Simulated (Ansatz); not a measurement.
# Fitting and testing ρ(T) of TiB2 (P6/mmm)

Wanted: a compact model of ρ(T) for TiB2 (P6/mmm) and a check of it.

The resistivities were computed with Ansatz 0.2.0 (DFT PBE, scalar-relativistic, plane waves, PAW; PAW set soft_1) from the linearised Boltzmann equation with harmonic phonons, on q 6×6×4, k 18×18×16, scattering 30×30×24; the fit below is done by hand on them.

### 1. Computed resistivities

The structure is hexagonal, space group P6/mmm (No. 191). Conventional cell: a = 3.031 Å, b = 3.031 Å, c = 3.226 Å, α = 90.00°, β = 90.00°, γ = 120.00°. Around Ti on site a lie 12 B at 2.38 Å. Around B on site d lie 3 B at 1.75 Å and 6 Ti at 2.38 Å.

This is the relaxed cell of the run, from steps not shown here.

The mean resistivity of the three axes from 50 to 800 K, with one row held back; the colder rows stay outside the fit and test it at the end:

| T (K) | ρ (μΩ cm) |
| --- | --- |
| 50 | 0.01208 |
| 80 | 0.138 |
| 100 | 0.3656 |
| 150 | 1.444 |
| 200 | 3.007 |
| 273 | 5.701 |
| 300 | 6.750 |
| 400 | 10.66 |
| 500 | ? |
| 600 | 18.12 |
| 800 | 25.03 |

The resistivity is not converged: the component that moves most changes by 11 % between the two finest meshes at 300 K.

### 2. The fit

Bloch and Grüneisen's form is ρ(T) = A (T/Θ)⁵ J₅(Θ/T), with J₅(z) the integral of x⁵/((eˣ − 1)(1 − e⁻ˣ)) from 0 to z. It goes as T⁵ far below Θ and as A T/(4Θ) far above. For a trial Θ the best A is the geometric mean of ρ/[(T/Θ)⁵ J₅] over the rows, and the scatter of that ratio measures the fit:

| Θ (K) | A (μΩ cm) | scatter (%) |
| --- | --- | --- |
| 472 | 31.92 | 65.0 |
| 628 | 59.05 | 30.7 |
| 708 | 78.76 | 15.1 |
| 786 | 102.8 | 4.4 |
| 864 | 132.4 | 13.9 |
| 982 | 189.9 | 31.7 |
| 1180 | 331.3 | 57.7 |

The scatter is least at Θ = 786 K, with A = 102.8 μΩ cm (4.4 % r.m.s.).

| T (K) | computed | fit |
| --- | --- | --- |
| 50 | 0.01208 | 0.01330 |
| 80 | 0.138 | 0.1297 |
| 100 | 0.3656 | 0.3422 |
| 150 | 1.444 | 1.440 |
| 200 | 3.007 | 3.084 |
| 273 | 5.701 | 5.821 |
| 300 | 6.750 | 6.854 |
| 400 | 10.66 | 10.63 |
| 600 | 18.12 | 17.86 |
| 800 | 25.03 | 24.80 |

### 3. Prediction and check

At T = 500 K, Θ/T = 1.572, J₅ = 1.335 and (T/Θ)⁵ = 0.1042, so the fit gives 14.29 μΩ cm. The computed value is 14.47 μΩ cm: the fit is off by -1.25 %. Outside its range, at 20 K, it gives 1.4e-4 against 3.3e-4 μΩ cm computed, 0.41 times that; at that temperature the run's own test moves by 73 % between meshes in the component that moves most. Among the rows used, the largest miss is +10.1 %, at 50 K.

### 4. Reading Θ and A

Θ = 786 K is 1.34 times ħω_log/k_B (589 K) and 0.60 of the highest phonon frequency (1306 K). The high-temperature slope of the fit, A/(4Θ), is 0.0327 μΩ cm/K. The same slope from the run's transport coupling and plasma energy, 2π k_B λ_tr/(ħ ε₀ ω_p²) with λ_tr = 0.122, 0.122, 0.131 (xx, yy, zz) and ħω_p = 3.80, 3.80, 3.44 (xx, yy, zz) eV, is 0.0376 μΩ cm/K in the mean of the axes, +15.1 % from it. For comparison, the computed rows rise by 0.0345 μΩ cm/K between the two hottest.

### 5. Summary of results

```
Θ                                            : 786 K
A                                            : 102.8 μΩ cm
scatter of the fit                           : 4.4 %
held-back row at 500 K, fit against computed : 14.29 against 14.47 μΩ cm
```

In words: Two numbers, Θ = 786 K and A = 103 μΩ cm, hold the computed ρ(T) from 50 to 800 K within 4.37 % r.m.s. and predict the held-back row within 1.25 %. At 20 K, outside the rows fitted, it gives 0.41 times the computed value. The misses are not random: the largest is +10.1 %, at 50 K. By the run's own test the resistivity at 300 K moves by 11 % between its two finest scattering meshes, in the component that moves most. The mean hides an anisotropy: at 300 K the components are 6.14, 6.14, 7.97 (xx, yy, zz) μΩ cm. The fit describes the calculation: impurities, thermal expansion, changes of phase and anharmonicity are in neither.

[Logs are printed without paths, hosts, clocks, repeated set-up lines and the standing remarks that a program may print on its own settings, such as how far it seeks lower states.]

[Hosts, paths, dates, database ids (printed as entryN), source tags and the programs' standing remarks are cut or masked in the printed files.]
